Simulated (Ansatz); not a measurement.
**Is TaInGa in the AlB2 type a stable metal?**

The plan: relax TaInGa in the AlB2 type, check its phonons, and, if the lattice is stable, compute its Eliashberg function and ρ(T).

Method: DFT PBEsol, scalar-relativistic, plane waves, PAW; PAW set soft_1, in Ansatz 0.2.0.

The structure was built from a prototype and need not be the compound's stable phase.

## Step 1: The structure

The structure is hexagonal, space group P-6m2 (No. 187). Conventional cell: a = 4.125 Å, b = 4.125 Å, c = 4.331 Å, α = 90.00°, β = 90.00°, γ = 120.00°. Nearest to Ta lie 6 Ga at 3.22 Å and 6 In at 3.22 Å. Nearest to Ga lie 3 In at 2.38 Å and 6 Ta at 3.22 Å. Nearest to In lie 3 Ga at 2.38 Å and 6 Ta at 3.22 Å. Farther neighbours are not listed.

## Step 2: Relaxation

The structure is brought to rest under this functional.

File input.yaml:

```yaml
crystal:
  lattice:
    - [4.12516, 0.0, 0.0]
    - [-2.06258, 3.57249, 0.0]
    - [0.0, 0.0, 4.33141]
  atoms:
    - { symbol: Ta, position: [0.0, 0.0, 0.0] }
    - { symbol: Ga, position: [0.33333333, 0.66666667, 0.5] }
    - { symbol: In, position: [0.66666667, 0.33333333, 0.5] }
kpoints:
  mp_grid: { grid: [9, 9, 8] }
hamiltonian:
  xc: pbesol
  pseudopotentials: { kind: paw, azcp: { folder: soft_1 }, xc_functional: pbe }
scf:
  occupations: { method: gaussian, width: 0.1 }
output:
  forces: true
  stress: true
  eigenvalues: true
relax:
  adjacent_minimum: "off"
  f_tol: 0.005
  max_steps: 80
  cell: { stress_tol: 0.05 }
```

The run is started by

```bash
$ ansatz run input.yaml --threads 4 --pin off --max-ram 12288MiB --backend cpu --events-out ev --progress --plain --runs-dir out
```

Numbers of over 12 decimals in the logs are rounded to 6 here.

What it wrote:

```text
Engine: ansatz 0.2.0, x86_64-unknown-linux-gnu
Pseudopotentials: kind: paw
Pseudopotential: Ta, paw, valence charge 13, recommended cutoff 420 eV (normal), soft_1/Ta.paw.azcp
Pseudopotential: Ga, paw, valence charge 13, recommended cutoff 420 eV (normal), soft_1/Ga.paw.azcp
Pseudopotential: In, paw, valence charge 13, recommended cutoff 420 eV (normal), soft_1/In.paw.azcp
Functional definition: PBEsol
  exchange = pbesol_x
  correlation = pbesol_c
Crystal: 3 atoms, lattice volume = 63.832 Å³
Basis set: ecut = 420 eV, 1203 PW (Γ), exchange–correlation on 60×60×60 points (8 copies of the dense FFT grid, shifted against one another)
Bands: 24, of which v1, the nominal top of the filled ones, is band 20 counted from 1 (19 counted from 0)
Symmetry: 12 space group operations
Space group: P-6m2 (ITA 187), of the structure as read, at distance tolerance 4.0e-5 Å
k-points: 60 of 648 (time reversal used)
Non-local potential: Ta, projectors of the file, l = 0: 3, l = 1: 2, l = 2: 2, l = 3: 1
Non-local potential: Ga, projectors of the file, l = 0: 2, l = 1: 2, l = 2: 3, l = 3: 1
Non-local potential: In, projectors of the file, l = 0: 2, l = 1: 2, l = 2: 2, l = 3: 1
PAW form: soft (Blöchl's): semilocal exchange-correlation on the pseudo side does not see the compensation charge
PAW frozen core: Ta, regenerated for the run's functional, and the local potential with it (the file was generated under x = pbe(κ = 0.804, μ = 0.219515), c = pbe(β = 0.066725))
PAW frozen core: Ga, regenerated for the run's functional, and the local potential with it (the file was generated under x = pbe(κ = 0.804, μ = 0.219515), c = pbe(β = 0.066725))
PAW frozen core: In, regenerated for the run's functional, and the local potential with it (the file was generated under x = pbe(κ = 0.804, μ = 0.219515), c = pbe(β = 0.066725))
PAW one-centre angular grid: Ta, 590 points (default); XC on 64 Gauss nodes
PAW one-centre angular grid: Ga, 590 points (default); XC on 64 Gauss nodes
PAW one-centre angular grid: In, 590 points (default); XC on 64 Gauss nodes
Initial density: superposition of atomic densities (chi_scale 0.1, normalization cell, long waves kept (reshape's long-wave potential 0.00 eV rms))
Initial wavefunctions: pseudopotential atomic-orbital guess
Functional: x = pbesol(κ = 0.804, μ = 0.123457), c = pbesol(β = 0.046)
SCF iter   1: F=—  HF=-19073.083469 eV  |F-HF|=—  |Δ(HF+E_count)|=         —  Δρ=3.44e-2  dr2=7.67e-1  ethr=3.10e-3  ⟨swp⟩=5.6  Hψ=6102  notcnv=0
preconditioner: auto → Kerker (q_TF=auto, 2.513 Å⁻¹)  [metal: Δε(μ)=0.004 eV  Ē_g=11.954 eV  σ=0.100 eV  W_gap=0.02  n_scr=20 (ndim 8)  ℏωp=25.9 eV  f_vac=0.000  D(μ)=3.56/eV (n_scr^D=28)]
SCF iter   2: F=—  HF=-19072.874059 eV  |F-HF|=—  |Δ(HF+E_count)|=   2.09e-1  Δρ=2.08e-2  dr2=2.06e-1  ethr=1.97e-3  ⟨swp⟩=2.0  Hψ=3120  notcnv=0
SCF iter   3: F=—  HF=-19072.871265 eV  |F-HF|=—  |Δ(HF+E_count)|=   2.79e-3  Δρ=8.52e-3  dr2=3.79e-2  ethr=5.27e-4  ⟨swp⟩=2.0  Hψ=2640  notcnv=0
SCF iter   4: F=—  HF=-19072.861968 eV  |F-HF|=—  |Δ(HF+E_count)|=   9.30e-3  Δρ=3.26e-3  dr2=3.72e-3  ethr=9.71e-5  ⟨swp⟩=2.0  Hψ=2624  notcnv=0
SCF iter   5: F=—  HF=-19072.861664 eV  |F-HF|=—  |Δ(HF+E_count)|=   3.05e-4  Δρ=6.16e-4  dr2=1.97e-4  ethr=9.54e-6  ⟨swp⟩=2.8  Hψ=2330  notcnv=0
SCF iter   6: F=—  HF=-19072.861681 eV  |F-HF|=—  |Δ(HF+E_count)|=   1.77e-5  Δρ=1.68e-4  dr2=2.25e-5  ethr=5.05e-7  ⟨swp⟩=2.0  Hψ=2331  notcnv=0
SCF iter   7: F=—  HF=-19072.861679 eV  |F-HF|=—  |Δ(HF+E_count)|=   2.74e-6  Δρ=6.80e-5  dr2=3.67e-6  ethr=5.78e-8  ⟨swp⟩=2.0  Hψ=2358  notcnv=0
SCF iter   8: F=—  HF=-19072.861677 eV  |F-HF|=—  |Δ(HF+E_count)|=   1.16e-6  Δρ=1.50e-5  dr2=1.41e-7  ethr=9.40e-9  ⟨swp⟩=2.0  Hψ=1765  notcnv=0
SCF iter   9: F=-19072.861677 eV  HF=-19072.861677 eV  |F-HF|=7.38e-9  |Δ(HF+E_count)|=   3.96e-8  Δρ=4.53e-6  dr2=2.01e-8  ethr=2.56e-10  ⟨swp⟩=4.1  Hψ=5076  notcnv=0
SCF 1 converged in 9 iterations: F = -19072.861677 eV  dr2 = 2.01e-8
  greatest PAW one-centre occupation: 0.999 electrons in one spin orbital (limit 2), on the Ta atom at site 0 (counted from 0), in its partial waves of l = 0
relax step   1: F+E_penalty+E_count = -19072.86167749 eV  Δ(F+E_penalty+E_count) = +0.000e0 eV  max|allowed force component| = 3.392e-17 eV/Å  Δτ_max = 0.0000 Å  P = -5.225 GPa  Ω = 63.832 Å³  (9 SCF iters, dr2 threshold 1.00e-7 eV, accepted)
Crystal: 3 atoms, lattice volume = 61.617 Å³
Basis set: ecut = 420 eV, 1183 PW (Γ), exchange–correlation on 60×60×60 points (8 copies of the dense FFT grid, shifted against one another)
Initial density: handed on by an earlier stage of this run
Initial wavefunctions: those handed on with the density
iter 1 solved again at ethr=5.54e-5 eV; its pass at ethr=3.10e-3 eV (dr2=2.16e-2 eV) is discarded
SCF iter   1: F=—  HF=-19073.336899 eV  |F-HF|=—  |Δ(HF+E_count)|=         —  Δρ=4.52e-3  dr2=2.18e-2  ethr=5.54e-5  ⟨swp⟩=1.7  Hψ=8629  notcnv=0
preconditioner: auto → Kerker (q_TF=auto, 2.528 Å⁻¹)  [metal: Δε(μ)=0.053 eV  Ē_g=12.809 eV  σ=0.100 eV  W_gap=0.28  n_scr=20 (ndim 8)  ℏωp=26.3 eV  f_vac=0.000  D(μ)=2.40/eV (n_scr^D=20)]
SCF iter   2: F=—  HF=-19073.333038 eV  |F-HF|=—  |Δ(HF+E_count)|=   3.86e-3  Δρ=2.19e-3  dr2=3.82e-3  ethr=5.54e-5  ⟨swp⟩=2.0  Hψ=1559  notcnv=0
SCF iter   3: F=—  HF=-19073.332335 eV  |F-HF|=—  |Δ(HF+E_count)|=   7.04e-4  Δρ=6.87e-4  dr2=3.61e-4  ethr=9.80e-6  ⟨swp⟩=2.0  Hψ=2366  notcnv=0
SCF iter   4: F=—  HF=-19073.332202 eV  |F-HF|=—  |Δ(HF+E_count)|=   1.33e-4  Δρ=3.44e-4  dr2=7.25e-5  ethr=9.26e-7  ⟨swp⟩=2.0  Hψ=2313  notcnv=0
SCF iter   5: F=—  HF=-19073.332171 eV  |F-HF|=—  |Δ(HF+E_count)|=   3.07e-5  Δρ=8.28e-5  dr2=4.23e-6  ethr=1.86e-7  ⟨swp⟩=2.0  Hψ=2474  notcnv=0
SCF iter   6: F=-19073.332170 eV  HF=-19073.332170 eV  |F-HF|=1.99e-7  |Δ(HF+E_count)|=   8.23e-7  Δρ=1.85e-5  dr2=2.55e-7  ethr=7.69e-10  ⟨swp⟩=5.3  Hψ=8679  notcnv=0
SCF 2 converged in 6 iterations: F = -19073.332170 eV  dr2 = 2.55e-7
relax step   2: F+E_penalty+E_count = -19073.33217005 eV  Δ(F+E_penalty+E_count) = -4.705e-1 eV  max|allowed force component| = 1.927e-16 eV/Å  Δτ_max = 0.0000 Å  P = -4.916 GPa  Ω = 61.617 Å³  energy of the carried Pulay correction = +3.563e-4 eV  (6 SCF iters, dr2 threshold 3.00e-7 eV, accepted)
Crystal: 3 atoms, lattice volume = 59.240 Å³
Basis set: ecut = 420 eV, 1147 PW (Γ), exchange–correlation on 60×60×60 points (8 copies of the dense FFT grid, shifted against one another)
iter 1 solved again at ethr=7.17e-5 eV; its pass at ethr=3.10e-3 eV (dr2=2.80e-2 eV) is discarded
[...]
relax step   7: F+E_penalty+E_count = -19074.99969580 eV  Δ(F+E_penalty+E_count) = -4.098e-1 eV  max|allowed force component| = 3.934e-17 eV/Å  Δτ_max = 0.0000 Å  P = +2.918 GPa  Ω = 52.543 Å³  energy of the carried Pulay correction = +1.962e-3 eV  (6 SCF iters, dr2 threshold 3.00e-7 eV, accepted)
relax step   8: F+E_penalty+E_count = -19075.32492578 eV  Δ(F+E_penalty+E_count) = -3.252e-1 eV  max|allowed force component| = 2.159e-17 eV/Å  Δτ_max = 0.0000 Å  P = +6.095 GPa  Ω = 51.223 Å³  energy of the carried Pulay correction = +2.220e-3 eV  (6 SCF iters, dr2 threshold 3.00e-7 eV, accepted)
relax step   9: F+E_penalty+E_count = -19075.42479562 eV  Δ(F+E_penalty+E_count) = -9.987e-2 eV  max|allowed force component| = 2.698e-17 eV/Å  Δτ_max = 0.0000 Å  P = -0.138 GPa  Ω = 53.817 Å³  energy of the carried Pulay correction = +1.749e-3 eV  (6 SCF iters, dr2 threshold 3.00e-7 eV, accepted)
relax step  10: F+E_penalty+E_count = -19075.43474935 eV  Δ(F+E_penalty+E_count) = -9.954e-3 eV  max|allowed force component| = 2.698e-17 eV/Å  Δτ_max = 0.0000 Å  P = -1.144 GPa  Ω = 54.013 Å³  energy of the carried Pulay correction = +1.711e-3 eV  (6 SCF iters, dr2 threshold 3.00e-7 eV, accepted)
relax step  11: F+E_penalty+E_count = -19075.43669675 eV  Δ(F+E_penalty+E_count) = -1.947e-3 eV  max|allowed force component| = 2.853e-17 eV/Å  Δτ_max = 0.0000 Å  P = +0.126 GPa  Ω = 53.528 Å³  energy of the carried Pulay correction = +1.799e-3 eV  (6 SCF iters, dr2 threshold 3.00e-7 eV, accepted)
relax step  12: F+E_penalty+E_count = -19075.43670694 eV  Δ(F+E_penalty+E_count) = -1.020e-5 eV  max|allowed force component| = 4.318e-17 eV/Å  Δτ_max = 0.0000 Å  P = -0.003 GPa  Ω = 53.578 Å³  energy of the carried Pulay correction = +1.790e-3 eV  (6 SCF iters, dr2 threshold 4.23e-8 eV, accepted)
relax step  13: F+E_penalty+E_count = -19075.44311183 eV  Δ(F+E_penalty+E_count) = -6.405e-3 eV  max|allowed force component| = 4.934e-17 eV/Å  Δτ_max = 0.0000 Å  P = +0.280 GPa  Ω = 53.578 Å³  stress off target by 4.30e-1 GPa  SCF on the basis re-selected at this cell (its energy is not comparable with the rows above)  (7 SCF iters)
relax step  14: F+E_penalty+E_count = -19075.44333696 eV  Δ(F+E_penalty+E_count) = -2.251e-4 eV  max|allowed force component| = 5.474e-17 eV/Å  Δτ_max = 0.0000 Å  P = +0.020 GPa  Ω = 53.705 Å³  energy of the carried Pulay correction = -2.527e-5 eV  (6 SCF iters, dr2 threshold 3.00e-7 eV, accepted)
iter 1 solved again at ethr=2.02e-9 eV; its pass at ethr=3.10e-3 eV (dr2=7.89e-7 eV) is discarded
SCF iter   1: F=—  HF=-19075.443365 eV  |F-HF|=—  |Δ(HF+E_count)|=         —  Δρ=7.62e-5  dr2=6.54e-8  ethr=2.02e-9  ⟨swp⟩=3.6  Hψ=10917  notcnv=0
preconditioner: auto → none  [metal: Δε(μ)=0.053 eV  Ē_g=13.421 eV  σ=0.100 eV  W_gap=0.29  n_scr=8 (ndim 8)  ℏωp=28.2 eV  f_vac=0.000  D(μ)=0.85/eV (n_scr^D=6)]
SCF iter   2: F=—  HF=-19075.443362 eV  |F-HF|=—  |Δ(HF+E_count)|=   3.22e-6  Δρ=3.81e-5  dr2=1.69e-8  ethr=1.68e-10  ⟨swp⟩=1.0  Hψ=1440  notcnv=0
SCF iter   3: F=—  HF=-19075.443362 eV  |F-HF|=—  |Δ(HF+E_count)|=   3.56e-8  Δρ=2.16e-6  dr2=1.06e-9  ethr=4.34e-11  ⟨swp⟩=2.0  Hψ=1739  notcnv=0
iter 4 did not close the SCF: its close was put off for the readings that it lacked (scf_convergence_deferred on its scf_iter line)
SCF iter   4: F=-19075.443362 eV  HF=-19075.443362 eV  |F-HF|=7.28e-12  |Δ(HF+E_count)|=  8.88e-10  Δρ=1.38e-7  dr2=3.47e-12  ethr=2.71e-12  ⟨swp⟩=2.0  Hψ=2359  notcnv=0
iter 5 did not close the SCF: its close was put off for the readings that it lacked (scf_convergence_deferred on its scf_iter line)
SCF iter   5: F=-19075.443362 eV  HF=-19075.443362 eV  |F-HF|=7.28e-12  |Δ(HF+E_count)|=  7.28e-12  Δρ=4.01e-8  dr2=3.15e-13  ethr=1.00e-12  ⟨swp⟩=1.0  Hψ=1440  notcnv=0
iter 6 did not close the SCF: its close was put off for the readings that it lacked (scf_convergence_deferred on its scf_iter line)
SCF iter   6: F=-19075.443362 eV  HF=-19075.443362 eV  |F-HF|=0.00e0  |Δ(HF+E_count)|=  3.64e-12  Δρ=7.84e-9  dr2=1.87e-14  ethr=1.00e-12  ⟨swp⟩=1.0  Hψ=1440  notcnv=0
iter 7 did not close the SCF: its close was put off for the readings that it lacked (scf_convergence_deferred on its scf_iter line)
SCF iter   7: F=-19075.443362 eV  HF=-19075.443362 eV  |F-HF|=7.28e-12  |Δ(HF+E_count)|=  3.64e-12  Δρ=1.61e-9  dr2=5.23e-16  ethr=1.00e-12  ⟨swp⟩=1.0  Hψ=1440  notcnv=0
SCF iter   8: F=-19075.443362 eV  HF=-19075.443362 eV  |F-HF|=7.28e-12  |Δ(HF+E_count)|=    0.00e0  Δρ=4.79e-10  dr2=2.26e-17  ethr=1.00e-12  ⟨swp⟩=2.0  Hψ=4147  notcnv=0
SCF 15 converged in 8 iterations: F = -19075.443362 eV  dr2 = 2.26e-17
relax step  15: F+E_penalty+E_count = -19075.44336198 eV  Δ(F+E_penalty+E_count) = -2.502e-5 eV  max|allowed force component| = 6.785e-17 eV/Å  Δτ_max = 0.0000 Å  P = +0.020 GPa  Ω = 53.705 Å³  stress off target by 3.34e-2 GPa  SCF on the basis re-selected at this cell (its energy is not comparable with the rows above)  (8 SCF iters)
basis re-selected at this cell: Δ(F+E_penalty+E_count) = -2.502e-5 eV, ΔP = -0.000 GPa vs the last step (what re-selecting the basis moved, of the pressure what is left beyond the Pulay correction that the steps carried, after the strain that the cell walked since its last selection, with what the two solves' SCF thresholds leave and, on support functions, any second-order correction that the steps lacked; it is no m [...]
SCF converged after 8 iterations
Free energy (F): -19075.443362 eV
Harris-Foulkes:  -19075.443362 eV  (|F-HF|=7.28e-12)
Internal energy: -19075.439114 eV  (E = F + TS)
E sigma→0 (E₀):  -19075.441238 eV
Entropy (-TS):   -0.004248 eV (-1.416 meV/atom)
Fermi energy:    15.217100 eV
--- Per-component energies (eV) ---
  E_band       = -84.204570
  E_kinetic    = 728.543477
  E_local      = -2554.218363  (includes V_loc(G=0)·N_el)
  E_nonlocal   = 226.339225
  E_hartree    = 1342.834087
  E_xc         = -525.143004
  E_vxc        = -381.670474  (∫ρ·V_xc dr)
  E_paw        = -14270.955625  (= ΣΔE_a)
  E_vpaw       = -788.866638  (= ΣTr[D̂ρ^β])
  E_aug_tail   = 0.000029  (compensation charges beyond the density's cutoff)
  E_ewald      = -4024.151535
  E_core_change = 1.312595  (= ΣΔE_core)
  E_smearing   = -0.004248  (= −TS)
  E_closure    = 0.000000  (closes the sum)
  Σ components = -19075.443362   (vs F -19075.443362, Δ=0.00e0)
--- Forces (eV/Å), atoms counted from 1 ---
  atom   1  Ta    -0.00000000    -0.00000000     0.00000000
  atom   2  Ga    -0.00000000    -0.00000000     0.00000000
  atom   3  In     0.00000000     0.00000000     0.00000000
  max |Σ_I F_I| component: 7.40e-17 eV/Å
--- Stress (GPa, compression-positive) ---
        0.033377       0.000000      -0.000000
        0.000000       0.033377       0.000000
       -0.000000       0.000000      -0.007270
  P = ⅓ Tr σ = 0.0198 GPa (0.198 kbar)
--- Band table (eV; the first three rows and the last of 60) ---
  k-point 0: bands = [... 16 lower, 11.4769, 12.3885, 12.8356, 16.2097, 16.2097, 18.6494, 18.6494, 20.1780]
  k-point 1: bands = [... 16 lower, 11.8167, 12.8633, 13.3043, 15.5624, 15.5624, 19.1502, 19.1502, 19.4603]
  k-point 2: bands = [... 16 lower, 12.7840, 13.7255, 14.3469, 14.4042, 14.4042, 17.5029, 19.6308, 19.6308]
  k-point 59: bands = [... 16 lower, 12.3527, 12.4377, 13.8509, 15.2364, 16.4039, 17.2640, 17.2862, 17.3347]
--- Relaxed structure (13 steps of the walk, 13 accepted, 2 SCFs on fresh bases) ---
  F+E_penalty+E_count = -19075.44336198 eV   max|allowed force component| = 6.785e-17 eV/Å   (the final SCF, on the basis selected at the relaxed cell)
  cell:  # Å, volume = 53.7048 Å³
    - [4.713948, 0, 0.0]
    - [-2.356974, 4.082399, 0.0]
    - [0.0, 0.0, 2.790697]
  atoms:
    - { symbol: Ta, position: [0, 0, 0.0] }
    - { symbol: Ga, position: [0.333333, 0.666667, 0.5] }
    - { symbol: In, position: [0.666667, 0.333333, 0.5] }
```

Wall time 25 s (4 threads of AMD EPYC 9B14 (Zen 4), shared host); peak memory 0.55 GiB; 91 s of CPU time.

Relaxation path:

```
step  energy less that of the first step (eV)  largest force component (eV/Å)  pressure (GPa)  volume (Å³)
   1                                   0.0000                          0.0000           -5.22        63.83
   2                                  -0.4705                          0.0000           -4.92        61.62
   3                                  -0.8872                          0.0000           -3.71        59.24
   4                                  -1.2545                          0.0000           -4.04        57.91
   5                                  -1.4934                          0.0000           -0.09        55.07
   6                                  -1.7282                          0.0000            1.14        53.88
   7                                  -2.1380                          0.0000            2.92        52.54
   8                                  -2.4632                          0.0000            6.10        51.22
   9                                  -2.5631                          0.0000           -0.14        53.82
  10                                  -2.5731                          0.0000           -1.14        54.01
  11                                  -2.5750                          0.0000            0.13        53.53
  12                                  -2.5750                          0.0000            0.00        53.58
 13*                                  -2.5814                          0.0000            0.28        53.58
  14                                  -2.5817                          0.0000            0.02        53.70
 15*                                  -2.5817                          0.0000            0.02        53.70
```

Relaxation steps marked * repeat the geometry before them on a plane-wave basis chosen anew for their cell, so energy and pressure can jump there.

Forces are held to the 12 operations that the run works with; a distortion that breaks them can't arise in this run.

```
     cell as run  before  after   change
           a (Å)   4.125  4.714  +14.3 %
           b (Å)   4.125  4.714  +14.3 %
           c (Å)   4.331  2.791  -35.6 %
volume (Å³/atom)   21.28  17.90  -15.9 %
```

The relaxed structure:

```cif
data_structure
_symmetry_space_group_name_H-M 'P 1'
_symmetry_Int_Tables_number 1
_cell_length_a 4.7139
_cell_length_b 4.7139
_cell_length_c 2.7907
_cell_angle_alpha 90.000
_cell_angle_beta 90.000
_cell_angle_gamma 120.000
_cell_volume 53.70
loop_
_atom_site_label
_atom_site_type_symbol
_atom_site_fract_x
_atom_site_fract_y
_atom_site_fract_z
_atom_site_occupancy
Ta1 Ta 0.00000 0.00000 0.00000 1
Ga2 Ga 0.33333 0.66667 0.50000 1
In3 In 0.66667 0.33333 0.50000 1
```

Numbers from this step:

```
pressure          : 0.01983 GPa
volume per atom   : 17.90 Å³/atom
metallic on mesh  : yes
gap on the k-mesh : 0 eV
```

The largest force is now zero by symmetry and the largest stress component 0.033 GPa.

## Step 3: Relaxing cell and atoms

The relaxation is repeated from the new cell as a check.

input.yaml, the sections that differ from step 2:

```yaml
crystal:
  lattice:
    - [4.7139483497, 0.0, 0.0]
    - [-2.3569741748, 4.082399023, 0.0]
    - [0.0, 0.0, 2.7906972899]
  atoms:
    - { symbol: Ta, position: [0.0, 0.0, 0.0] }
    - { symbol: Ga, position: [0.3333333333, 0.6666666667, 0.5] }
    - { symbol: In, position: [0.6666666667, 0.3333333333, 0.5] }
kpoints:
  mp_grid: { grid: [9, 9, 10] }
# hamiltonian, scf, output, relax: as in step 2
```

What it wrote:

```text
[the first part of the log is left out]
  E_paw        = -14271.023779  (= ΣΔE_a)
  E_vpaw       = -788.981646  (= ΣTr[D̂ρ^β])
  E_aug_tail   = 0.000034  (compensation charges beyond the density's cutoff)
  E_ewald      = -4023.759115
  E_core_change = 1.312595  (= ΣΔE_core)
  E_smearing   = -0.010867  (= −TS)
  E_closure    = -0.000000  (closes the sum)
  Σ components = -19075.443102   (vs F -19075.443102, Δ=0.00e0)
[...]
--- Stress (GPa, compression-positive) ---
        0.001292       0.000000       0.000000
        0.000000       0.001292       0.000000
        0.000000       0.000000      -0.000421
  P = ⅓ Tr σ = 0.0007 GPa (0.007 kbar)
--- Band table (eV; the first three rows and the last of 72) ---
[...]
--- Relaxed structure (4 steps of the walk, 4 accepted, 1 SCFs on fresh bases) ---
[...]
cell:  # Å, volume = 53.7207 Å³
    - [4.711621, -2.8853294457314913e-11, 0.0]
    - [-2.355811, 4.080384, 0.0]
    - [0.0, 0.0, 2.794284]
  atoms:
    - { symbol: Ta, position: [0, 0, 0.0] }
    - { symbol: Ga, position: [0.333333, 0.666667, 0.5] }
    - { symbol: In, position: [0.666667, 0.333333, 0.5] }
```

Run time: 7.8 s. Hardware: 4 threads; peak memory 0.55 GiB; 29 s of CPU time.

The steps of the relaxation:

```
step  energy less that of the first step (eV)  largest force component (eV/Å)  pressure (GPa)  volume (Å³)
   1                                   0.0000                          0.0000            0.08        53.70
   2                                   0.0000                          0.0000           -0.17        53.78
   3                                  -0.0001                          0.0000            0.06        53.69
   4                                  -0.0001                          0.0000            0.00        53.72
   5                                  -0.0001                          0.0000            0.00        53.72
```

The log counts 1 steps on a newly chosen plane-wave basis, not all of them marked here; energy and pressure can jump at such steps.

```
conventional cell, symmetrised  before  after  change
                         a (Å)   4.714  4.712  -0.0 %
                         b (Å)   4.714  4.712  -0.0 %
                         c (Å)   2.791  2.794  +0.1 %
              volume (Å³/atom)   17.90  17.91  +0.0 %
```

The relaxed structure:

```xyz
3
Lattice="4.7116 0.0000 0.0000 -2.3558 4.0804 0.0000 0.0000 0.0000 2.7943" Properties=species:S:1:pos:R:3 pbc="T T T"
Ta    0.0000    0.0000    0.0000
Ga    0.0000    2.7203    1.3971
In    2.3558    1.3601    1.3971
```

Numbers from this step:

```yaml
pressure: 7.21e-4 GPa
volume_per_atom: 17.91 Å³/atom
```

The largest force is now zero by symmetry and the largest stress component 0.0013 GPa.

(Continued in part 2 of 3.)

[Logs are printed without paths, hosts, clocks, repeated set-up lines and the standing remarks that a program may print on its own settings, such as how far it seeks lower states.]

[Hosts, paths, dates, database ids (printed as entryN), source tags and the programs' standing remarks are cut or masked in the printed files.]
